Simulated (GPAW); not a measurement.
## Ballistic transport through thiophene-2,5-dithiol between two Pt chains, from relaxation to T(E)

Aim: the conductance of thiophene-2,5-dithiol between two Pt chains after relaxation, and whether geometry, basis or functional moves it most.

Calculated with GPAW 26.7.0; GPAW LCAO, PAW setups; relaxation of the junction within the symmetry of its start, lead ends held, in the first sound run; inputs show where later runs differ.

### 1. The starting structure

The cell holds 25 atoms: 16 Pt, 3 S, 2 H and 4 C. Its edges and angles: a = 16.344 Å, b = 9.000 Å, c = 42.498 Å, α = 90.0°, β = 90.0°, γ = 90.0°. Regions: left lead, 8 atoms (8 Pt); channel, 9 atoms (3 S, 2 H and 4 C); right lead, 8 atoms (8 Pt). Vacuum lies along a and b. The structure is stacked along c, and the current runs across the ab planes.

### 2. Relaxation

Transmission follows bond lengths closely, so the atoms between the held lead ends are relaxed first, within whatever symmetry the start has.

run.py

```python
import json
from ase import Atoms
from ase.constraints import FixAtoms
from ase.optimize import BFGS
from gpaw import GPAW, FermiDirac

device = Atoms(
    ['Pt', 'Pt', 'Pt', 'Pt', 'Pt', 'Pt', 'Pt', 'Pt', 'S', 'H', 'C', 'C', 'S', 'C', 'C', 'H', 'S', 'Pt', 'Pt', 'Pt', 'Pt', 'Pt', 'Pt', 'Pt', 'Pt'],
    positions=[
        [8.17184, 4.50000, 1.20000],
        [8.17184, 4.50000, 3.60000],
        [8.17184, 4.50000, 6.00000],
        [8.17184, 4.50000, 8.40000],
        [8.17184, 4.50000, 10.80000],
        [8.17184, 4.50000, 13.20000],
        [8.17184, 4.50000, 15.60000],
        [8.17184, 4.50000, 18.00000],
        [10.50003, 4.50000, 18.31941],
        [13.09368, 4.50000, 19.92451],
        [10.92155, 4.50000, 20.01936],
        [12.19849, 4.50000, 20.53492],
        [9.73726, 4.50000, 21.24877],
        [12.19849, 4.50000, 21.96262],
        [10.92155, 4.50000, 22.47818],
        [13.09368, 4.50000, 22.57303],
        [10.50003, 4.49999, 24.17812],
        [8.17184, 4.50000, 24.49754],
        [8.17184, 4.50000, 26.89754],
        [8.17184, 4.50000, 29.29754],
        [8.17184, 4.50000, 31.69754],
        [8.17184, 4.50000, 34.09754],
        [8.17184, 4.50000, 36.49754],
        [8.17184, 4.50000, 38.89754],
        [8.17184, 4.50000, 41.29754]],
    cell=[[16.34368, 0.0, 0.0], [0.0, 9.0, 0.0], [0.0, 0.0, 42.49754]],
    pbc=True)

device.set_constraint(FixAtoms([0, 1, 2, 3, 4, 5, 6, 18, 19, 20, 21, 22, 23, 24]))
device.calc = GPAW(mode='lcao', basis='dzp', xc='PBE', h=0.18,
                   kpts={'size': (1, 1, 2), 'gamma': True},
                   symmetry={'tolerance': 1e-3, 'extra_ids': [1, 1, 1, 1, 1, 1, 1, 0, 0, 0, 0, 0, 0, 0, 0, 0, 0, 0, 1, 1, 1, 1, 1, 1, 1]},
                   occupations=FermiDirac(0.1), maxiter=250,
                   mixer=dict(beta=0.1, nmaxold=8, weight=100.0),
                   convergence=dict(density=0.0001), txt='relax.txt')
path = []
opt = BFGS(device, maxstep=0.15)
opt.attach(lambda: path.append((device.get_potential_energy(), device.positions.tolist(), device.get_forces().tolist())))
relaxed = bool(opt.run(fmax=0.05, steps=50))
json.dump(dict(relaxed=relaxed, path=path, positions=device.positions.tolist(), moments=device.get_magnetic_moments().tolist(),
               forces=device.get_forces(apply_constraint=False).tolist()), open('result.json', 'w'))
```

Started as:

```
$ OMP_NUM_THREADS=1 OPENBLAS_NUM_THREADS=1 python run.py
```

Log:

```text
Step          Energy          fmax
BFGS:    0     -100.680663        2.340155
BFGS:    1     -100.960320        1.521342
BFGS:    2     -101.110626        0.942138
BFGS:    3     -101.166106        0.441708
BFGS:    4     -101.178373        0.294192
BFGS:    5     -101.191839        0.232607
BFGS:    6     -101.200776        0.251307
BFGS:    7     -101.207172        0.197615
BFGS:    8     -101.209935        0.200204
BFGS:    9     -101.213233        0.165462
BFGS:   10     -101.216842        0.186166
BFGS:   11     -101.218834        0.108876
BFGS:   12     -101.219434        0.118558
BFGS:   13     -101.217298        0.190619
BFGS:   14     -101.219413        0.069510
BFGS:   15     -101.219401        0.039009
```

Elapsed: 34 min, on 1 thread of Arm Neoverse V1, shared host; peak memory 3.1 GiB.

Step by step:

```csv
step,energy less that of the first step (eV),largest force (eV/Å)
1,0.0000,2.3402
2,-0.2825,1.5213
3,-0.4355,0.9421
4,-0.4931,0.4417
5,-0.5038,0.2942
6,-0.5160,0.2326
7,-0.5243,0.2513
8,-0.5301,0.1976
9,-0.5330,0.2002
10,-0.5371,0.1655
11,-0.5418,0.1862
12,-0.5444,0.1089
13,-0.5452,0.1186
14,-0.5434,0.1906
15,-0.5449,0.0695
16,-0.5449,0.0390
```

The atoms that moved most (Å):

```csv
atom,dx,dy,dz,length
Pt8,0.153,0.000,0.068,0.167
Pt18,0.153,0.000,-0.068,0.167
S13,-0.099,0.000,0.000,0.099
C15,-0.058,0.000,0.034,0.067
C11,-0.058,0.000,-0.034,0.067
C12,-0.029,0.000,0.014,0.032
C14,-0.029,0.000,-0.014,0.032
S9,0.001,0.000,-0.011,0.011
```

The relaxation lowered the energy of the cell by 0.545 eV (energies extrapolated to zero smearing; the optimiser's log prints free energies). The largest force left on a free atom is 0.039 eV/Å.

### 3. GPAW, dzp

The script solves lead and junction separately, takes H and S in the orbital basis, and joins semi-infinite leads through their self-energies; the dzp basis is the working standard.

This step: GPAW LCAO, PAW setups; Landauer transmission from Green's functions with principal layers (ASE), zero bias (GPAW 26.7.0).

run.py

```python
import json
import numpy as np
from ase import Atoms
from ase.transport.calculators import TransportCalculator
from gpaw import GPAW, FermiDirac
from gpaw.lcao.tools import get_lcao_hamiltonian
from scipy.linalg import eigh

# The junction with lead layers at both ends, along the third cell vector
device = Atoms(
    ['Pt', 'Pt', 'Pt', 'Pt', 'Pt', 'Pt', 'Pt', 'Pt', 'S', 'H', 'C', 'C', 'S', 'C', 'C', 'H', 'S', 'Pt', 'Pt', 'Pt', 'Pt', 'Pt', 'Pt', 'Pt', 'Pt'],
    positions=[
        [8.17184, 4.50000, 1.20000],
        [8.17184, 4.50000, 3.60000],
        [8.17184, 4.50000, 6.00000],
        [8.17184, 4.50000, 8.40000],
        [8.17184, 4.50000, 10.80000],
        [8.17184, 4.50000, 13.20000],
        [8.17184, 4.50000, 15.60000],
        [8.32446, 4.50000, 18.06790],
        [10.50144, 4.50000, 18.30827],
        [13.08395, 4.50000, 19.92794],
        [10.86331, 4.50000, 19.98575],
        [12.16920, 4.50000, 20.54857],
        [9.63809, 4.50000, 21.24877],
        [12.16920, 4.50000, 21.94897],
        [10.86331, 4.50000, 22.51179],
        [13.08395, 4.50000, 22.56960],
        [10.50144, 4.49999, 24.18926],
        [8.32446, 4.50000, 24.42964],
        [8.17184, 4.50000, 26.89754],
        [8.17184, 4.50000, 29.29754],
        [8.17184, 4.50000, 31.69754],
        [8.17184, 4.50000, 34.09754],
        [8.17184, 4.50000, 36.49754],
        [8.17184, 4.50000, 38.89754],
        [8.17184, 4.50000, 41.29754]],
    cell=[[16.34368, 0.0, 0.0], [0.0, 9.0, 0.0], [0.0, 0.0, 42.49754]],
    pbc=True)

# One principal layer of the lead: the first 5 atoms of the device
lead = Atoms(
    ['Pt', 'Pt', 'Pt', 'Pt', 'Pt'],
    positions=[
        [8.17184, 4.50000, 1.20000],
        [8.17184, 4.50000, 3.60000],
        [8.17184, 4.50000, 6.00000],
        [8.17184, 4.50000, 8.40000],
        [8.17184, 4.50000, 10.80000]],
    cell=[[16.34368, 0.0, 0.0], [0.0, 9.0, 0.0], [0.0, 0.0, 12.0]],
    pbc=True)

settings = dict(mode='lcao', basis='dzp', xc='PBE', h=0.2,
                occupations=FermiDirac(0.1), maxiter=250,
                mixer=dict(beta=0.1, nmaxold=8, weight=100.0),
                convergence=dict(density=0.0001))
energies = np.arange(-2, 2 + 1e-9, 0.025)
eta = 0.0001
n1, n2 = 1, 1
# k and -k transmit alike, so half of the mesh across the current serves
mesh = [(i, j) for i in range(n1) for j in range(n2) if (i, j) <= (-i % n1, -j % n2)]
weights = np.array([1 if (i, j) == (-i % n1, -j % n2) else 2 for i, j in mesh]) / (n1 * n2)


def ground_state(atoms, size, txt):
    atoms.calc = GPAW(kpts={'size': size, 'gamma': True}, symmetry={'tolerance': 1e-3}, txt=txt, **settings)
    atoms.get_potential_energy()
    return atoms.calc.get_fermi_level()


def blocks(atoms, fermi, points, nz, cells):
    """H - E_F S and S between cell 0 and the cells above it, at each point across the current."""
    kz = np.arange(nz) / nz
    calc = atoms.calc.fixed_density(kpts=[(*k, z) for k in points for z in kz], symmetry='off', txt=None)
    H, S = get_lcao_hamiltonian(calc)
    H = (H - fermi * S).reshape(len(H), len(points), nz, *S.shape[1:])
    S = S.reshape(H.shape[1:])
    phases = [np.exp(-2j * np.pi * kz * R) / nz for R in cells]
    return [(np.einsum('skzij,z->ksij', H, p), np.einsum('kzij,z->kij', S, p)) for p in phases]


def pair(a, b):
    return np.block([[a, b], [b.T.conj(), a]])


def count_channels(h, s, cells, nk=240):
    """Half the number of times that the lead's bands cross each energy, unfolded to its shortest repeat."""
    b = len(h) // cells
    bands = []
    for k in (np.arange(nk + 1) + 0.5) / nk:
        hk, sk = h[:b, :b].copy(), s[:b, :b].copy()
        for R in range(1, cells):
            phase, block = np.exp(2j * np.pi * k * R), slice(R * b, (R + 1) * b)
            hk += h[:b, block] * phase + (h[:b, block] * phase).T.conj()
            sk += s[:b, block] * phase + (s[:b, block] * phase).T.conj()
        w, u = eigh(sk)
        x = u[:, w > 1e-5] / w[w > 1e-5]**0.5  # drop near-dependent combinations
        bands.append(np.r_[eigh(x.T.conj() @ hk @ x, eigvals_only=True), [1e9] * (w <= 1e-5).sum()])
    below = np.array(bands)[:, :, None] < energies
    return (below[1:] != below[:-1]).sum((0, 1)) / 2


fermi_lead = ground_state(lead, (1, 1, 10), 'lead.txt')
fermi_device = ground_state(device, (1, 1, 2), 'device.txt')
T, channels, eigen, tail, misfit, shifts = [], [], [], 0.0, 0.0, []
for first in range(0, len(mesh), 177):
    points = [(i / n1, j / n2) for i, j in mesh[first:first + 177]]
    (H0k, S0k), (H1k, S1k), (H2k, _) = blocks(lead, fermi_lead, points, 5, range(3))
    [(Hk, Sk)] = blocks(device, fermi_device, points, 2, [0])
    tail = max(tail, abs(H2k).max())
    for H0, S0, H1, S1, H, S in zip(H0k, S0k, H1k, S1k, Hk, Sk):
        n = len(S0)
        # Shift the lead onto the potential of the device's first layer
        shift = ((H[:, 0, 0] - H0[:, 0, 0]) / S0[0, 0]).real.mean()
        shifts.append(shift)
        misfit = max(misfit, abs(H[:, :n, :n] - H0 - shift * S0).max())
        Tk, Ck, Ek = [], [], []
        for s in range(len(H)):
            t = s % len(H0)  # a lead without moments serves both spins
            h1, s1 = pair(H0[t] + shift * S0, H1[t] + shift * S1), pair(S0, S1)
            leads = dict(h1=h1, s1=s1, energies=energies, eta=eta, eta1=eta, eta2=eta)
            calc = TransportCalculator(h=H[s], s=S, eigenchannels=3, **leads)
            Tk.append(calc.get_transmission())
            Ek.append(np.sort(calc.eigenchannels_ne, axis=0)[::-1])
            Ck.append(count_channels(h1, s1, 10))
        T.append(Tk)
        channels.append(Ck)
        eigen.append(Ek)
T, channels = np.array(T), np.array(channels)
mean, open_channels = np.einsum('kse,k->se', T, weights), np.einsum('kse,k->se', channels, weights)

print(f'basis functions: device {len(S)}, principal layer {n}')
print(f'Fermi level: lead {fermi_lead:.4f} eV, device {fermi_device:.4f} eV; lead shifted by {np.mean(shifts):.4f} eV')
print(f'largest coupling past the next layer {tail:.2e} eV, largest misfit of the first layer {misfit:.3f} eV')
print('  E-E_F (eV)   ' + 'T (one spin)  channels')
for e, t, c in zip(energies, mean.T, open_channels.T):
    print(f'{e:10.3f}  ', *[f'{x:11.4e}' for x in t], *[f'{x:9.4f}' for x in c])

kT = 8.617333e-5 * 300
fine = np.linspace(energies[0], energies[-1], 4001)
both = np.exp(np.interp(fine, energies, np.log(np.maximum(mean.sum(0) * 2 / len(mean), 1e-30))))
fermi = lambda mu: 1 / (1 + np.exp(np.clip((fine - mu) / kT, -200, 200)))
slope = fermi(0) * (1 - fermi(0)) / kT
G = np.trapezoid(both * slope, fine) / 2
seebeck = -np.trapezoid(both * slope * fine, fine) / (2 * G * 300) * 1e6
print(f'conductance at 300 K: {G:.5g} G0 a cell; thermopower {seebeck:.4g} uV/K')
bias = [0.1, 0.2, 0.5, 1.0, 1.5, 2.0]
current = [38.74 * np.trapezoid(both * (fermi(V / 2) - fermi(-V / 2)), fine) for V in bias]
for V, I in zip(bias, current):
    print(f'current from the zero-bias T(E) at {V} V: {I:.5g} uA')
zero = abs(energies).argmin()
json.dump(dict(energies=energies.tolist(), T=mean.tolist(), channels=open_channels.tolist(), G=G, seebeck=seebeck,
               bias=bias, current=current, tail=tail, misfit=misfit, shift=np.mean(shifts), n_device=len(S), n_lead=n,
               fermi=[fermi_lead, fermi_device], energy=device.get_potential_energy(),
               moments=device.get_magnetic_moments().tolist(), mesh=mesh, weights=weights.tolist(),
               T_k=T[:, :, zero].tolist(), eigen=np.array(eigen[0]).tolist()), open('result.json', 'w'))
```

Log:

```text
basis functions: device 533, principal layer 135
Fermi level: lead -5.1441 eV, device -4.6857 eV; lead shifted by -0.0069 eV
largest coupling past the next layer 8.09e-06 eV, largest misfit of the first layer 0.200 eV
  E-E_F (eV)   T (one spin)  [channel counts left out]
    -2.000    3.1051e-02
    -1.975    2.5917e-02
    -1.950    2.3654e-02
    -1.925    2.1713e-02
    -1.900    1.9933e-02
    -1.875    1.8298e-02
    -1.850    1.6805e-02
    -1.825    1.5447e-02
    -1.800    1.4216e-02
    -1.775    1.3101e-02
    -1.750    1.2095e-02
    -1.725    1.1190e-02
    -1.700    1.0382e-02
    -1.675    9.6699e-03
    -1.650    9.0623e-03
    -1.625    8.5899e-03
[...]
1.825    3.1324e-01
     1.850    3.1733e-01
     1.875    3.2159e-01
     1.900    3.2606e-01
     1.925    3.3074e-01
     1.950    3.3566e-01
     1.975    3.4083e-01
     2.000    3.4626e-01
conductance at 300 K: 0.34382 G0 a cell; thermopower -96.25 uV/K
current from the zero-bias T(E) at 0.1 V: 2.7659 uA
current from the zero-bias T(E) at 0.2 V: 5.5825 uA
current from the zero-bias T(E) at 0.5 V: 9.0848 uA
current from the zero-bias T(E) at 1.0 V: 10.981 uA
current from the zero-bias T(E) at 1.5 V: 11.828 uA
current from the zero-bias T(E) at 2.0 V: 16.525 uA
```

Wall time 5.3 min (1 thread); peak memory 2.3 GiB.

This step gave:

- conductance: 0.3438 G₀
- thermopower: -96.25 μV/K
- largest coupling past the next principal layer: 8.09e-6 eV
- largest misfit of the first principal layer: 0.1997 eV
- shift that aligns the lead: -0.006945 eV
- basis functions of the junction: 533
- basis functions of a principal layer: 135
- transmission at the Fermi level (one spin): 0.2586

One spin. Transmission, zone mean against energy, zero at the Fermi level:

```csv
energy (eV),"transmission, zone mean"
-2.000,0.0311
-1.800,0.0142
-1.600,0.00838
-1.400,0.0111
-1.200,0.0704
-1.000,0.772
-0.975,0.818
-0.800,0.0493
-0.600,0.0240
-0.400,0.115
-0.375,0.174
-0.200,0.0191
0.000,0.259
0.075,0.994
0.200,0.114
0.400,0.0235
0.600,0.0132
0.800,0.0188
1.000,0.0242
1.200,0.0131
1.400,0.194
1.600,0.277
1.800,0.309
2.000,0.346
```

Not self-consistent under bias; the bias window is split evenly. The current through one cell, from the zero-bias transmission by bias:

```csv
bias (V),"current through one cell, from the zero-bias transmission (μA)"
0.100,2.77
0.200,5.58
0.500,9.08
1.000,11.0
1.500,11.8
2.000,16.5
```

Transmission of the three most open eigenchannels against energy, zero at the Fermi level:

```csv
energy (eV),channel 1,channel 2,channel 3
-2.000,0.0265,0.00241,0.00219
-1.900,0.0176,0.00181,5.4e-4
-1.800,0.0120,0.00147,7.1e-4
-1.700,0.00856,0.00114,6.8e-4
-1.600,0.00693,8.4e-4,6.1e-4
-1.500,0.00690,6.7e-4,5.4e-4
-1.400,0.0101,5.8e-4,4.7e-4
-1.300,0.0572,9.3e-4,3.7e-4
-1.200,0.0589,0.00988,0.00132
-1.100,0.0151,0.0137,0.00117
-1.000,0.764,0.00698,9.1e-4
-0.900,0.183,0.00526,7.6e-4
-0.800,0.0446,0.00388,6.7e-4
-0.700,0.0331,0.00316,6.2e-4
-0.600,0.0206,0.00267,6.3e-4
-0.500,0.0197,0.00232,6.7e-4
-0.400,0.111,0.00358,8.1e-4
-0.300,0.0251,0.00441,0.00128
-0.200,0.0142,0.00333,0.00153
-0.100,0.0460,0.00379,0.00197
0.000,0.252,0.00444,0.00219
0.100,0.700,0.00508,0.00200
0.200,0.107,0.00566,0.00169
0.300,0.0348,0.00669,0.00115
0.400,0.0154,0.00679,0.00128
0.500,0.00774,0.00734,0.00140
0.600,0.00808,0.00380,0.00135
0.700,0.00855,7.7e-4,5.7e-4
0.800,0.0188,3.2e-9,4.3e-12
0.900,0.0269,3.3e-9,0
1.000,0.0242,3.5e-9,0
1.100,0.00503,4.3e-9,0
1.200,0.0131,2.5e-9,0
1.300,0.0997,3.0e-9,0
1.400,0.194,3.1e-9,0
1.500,0.249,3.2e-9,0
1.600,0.277,3.3e-9,0
1.700,0.294,3.3e-9,0
1.800,0.309,3.4e-9,0
1.900,0.326,3.4e-9,0
2.000,0.346,3.4e-9,0
```

Couplings past the next layer reach 8.1e-6 eV, small enough to drop; the matrix elements of the cell's first layer differ from the bulk lead's by up to 0.20 eV. That layer keeps its own values in the calculation, and only beyond it is the lead taken as perfect. The Fermi levels of lead and junction count from different zeros of potential, one for each periodic cell; with both set to zero, the small remaining shift is what aligns them. Without spin-orbit coupling, which is large for these atoms, channel counts and T are those of the scalar-relativistic bands. By hand: G = 0.3438 × 77.48 μS = 26.6 μS, a resistance of 37.5 kΩ; at 0.1 V a linear junction would pass 2.66 μA, and the integral over the bias window gives 2.77 μA. Mott's formula, S = -(π²/3)(k_B²T/e) d ln T/dE, has the prefactor 7.33 μV/K·eV at 300 K; T = 0.1573 at -0.025 eV and 0.4582 at 0.025 eV give a slope of 21.4 per eV and S = -157 μV/K, beside -96.2 μV/K from the thermal integral, which interpolates the same grid.

### 4. Single-zeta polarised basis

The second zeta is dropped, the polarisation orbitals stay.

Edit run.py of step 3 so:

```diff
@@ -52,3 +52,3 @@
 
-settings = dict(mode='lcao', basis='dzp', xc='PBE', h=0.2,
+settings = dict(mode='lcao', basis='szp(dzp)', xc='PBE', h=0.2,
                 occupations=FermiDirac(0.1), maxiter=250,
```

Log:

```text
basis functions: device 311, principal layer 75
Fermi level: lead -5.2719 eV, device -4.9382 eV; lead shifted by -0.0041 eV
largest coupling past the next layer 8.13e-06 eV, largest misfit of the first layer 0.201 eV
  E-E_F (eV)   T (one spin)  [channel counts left out]
    -2.000    2.9106e-02
    -1.975    2.5799e-02
    -1.950    2.3310e-02
    -1.925    2.1199e-02
    -1.900    1.9338e-02
    -1.875    1.7676e-02
    -1.850    1.6183e-02
    -1.825    1.4836e-02
    -1.800    1.3619e-02
    -1.775    1.2518e-02
    -1.750    1.1521e-02
    -1.725    1.0616e-02
    -1.700    9.7959e-03
    -1.675    9.0522e-03
    -1.650    8.3792e-03
    -1.625    7.7722e-03
[...]
1.825    3.1906e-01
     1.850    3.2418e-01
     1.875    3.2934e-01
     1.900    3.3461e-01
     1.925    3.4004e-01
     1.950    3.4566e-01
     1.975    3.5152e-01
     2.000    3.5765e-01
conductance at 300 K: 0.57679 G0 a cell; thermopower -37.08 uV/K
current from the zero-bias T(E) at 0.1 V: 4.1034 uA
current from the zero-bias T(E) at 0.2 V: 6.6761 uA
current from the zero-bias T(E) at 0.5 V: 8.8645 uA
current from the zero-bias T(E) at 1.0 V: 11.063 uA
current from the zero-bias T(E) at 1.5 V: 11.954 uA
current from the zero-bias T(E) at 2.0 V: 17.454 uA
```

Wall time 3.2 min (1 thread); peak memory 2.2 GiB.

This step gave:

```
conductance                                    : 0.5768 G₀
thermopower                                    : -37.08 μV/K
largest coupling past the next principal layer : 8.13e-6 eV
largest misfit of the first principal layer    : 0.2012 eV
shift that aligns the lead                     : -0.004141 eV
basis functions of the junction                : 311
basis functions of a principal layer           : 75
transmission at the Fermi level (one spin)     : 0.7716
```

One spin. Table of transmission, zone mean by energy, zero at the Fermi level:

```csv
energy (eV),"transmission, zone mean"
-2.000,0.0291
-1.900,0.0193
-1.800,0.0136
-1.700,0.00980
-1.600,0.00723
-1.500,0.00577
-1.400,0.00677
-1.300,0.0113
-1.200,0.0451
-1.100,0.0857
-1.000,0.195
-0.950,0.945
-0.900,0.292
-0.800,0.0615
-0.700,0.0383
-0.600,0.0235
-0.500,0.0283
-0.400,0.192
-0.375,0.255
-0.300,0.0356
-0.200,0.0238
-0.100,0.0864
0.000,0.772
0.025,0.996
0.100,0.244
0.200,0.0655
0.300,0.0316
0.400,0.0195
0.500,0.0145
0.600,0.0118
0.700,0.0128
0.800,0.0198
0.900,0.0244
1.000,0.0233
1.100,0.0118
1.200,1.5e-5
1.300,0.0320
1.400,0.119
1.500,0.205
1.600,0.259
1.700,0.291
1.800,0.314
1.900,0.335
2.000,0.358
```

Not self-consistent under bias; the bias window is split evenly. The current through one cell, from the zero-bias transmission by bias:

```csv
bias (V),"current through one cell, from the zero-bias transmission (μA)"
0.100,4.10
0.200,6.68
0.500,8.86
1.000,11.1
1.500,12.0
2.000,17.5
```

Table of transmission of the three most open eigenchannels by energy, zero at the Fermi level:

```csv
energy (eV),channel 1,channel 2,channel 3
-2.000,0.0265,0.00180,7.6e-4
-1.800,0.0123,0.00115,2.0e-4
-1.600,0.00632,6.3e-4,2.8e-4
-1.400,0.00617,3.4e-4,2.7e-4
-1.200,0.0390,0.00538,4.7e-4
-1.000,0.176,0.0178,6.6e-4
-0.800,0.0545,0.00648,4.6e-4
-0.600,0.0189,0.00412,4.3e-4
-0.400,0.186,0.00532,5.3e-4
-0.200,0.0183,0.00454,9.9e-4
0.000,0.764,0.00577,0.00137
0.200,0.0577,0.00689,9.9e-4
0.400,0.0111,0.00774,6.5e-4
0.600,0.00892,0.00231,5.1e-4
0.800,0.0198,1.6e-10,0
1.000,0.0233,1.7e-10,0
1.200,1.5e-5,6.7e-10,0
1.400,0.119,1.4e-10,0
1.600,0.259,1.5e-10,0
1.800,0.314,1.4e-10,0
2.000,0.358,1.4e-10,0
```

The conductance, 0.577 G₀, lies 68 % above that of the dzp run.

[end of part 1 of 3]

[Logs are printed without paths, hosts, clocks, repeated set-up lines and the standing remarks that a program may print on its own settings, such as how far it seeks lower states.]

[Hosts, paths, dates, database ids (printed as entryN), source tags and the programs' standing remarks are cut or masked in the printed files.]
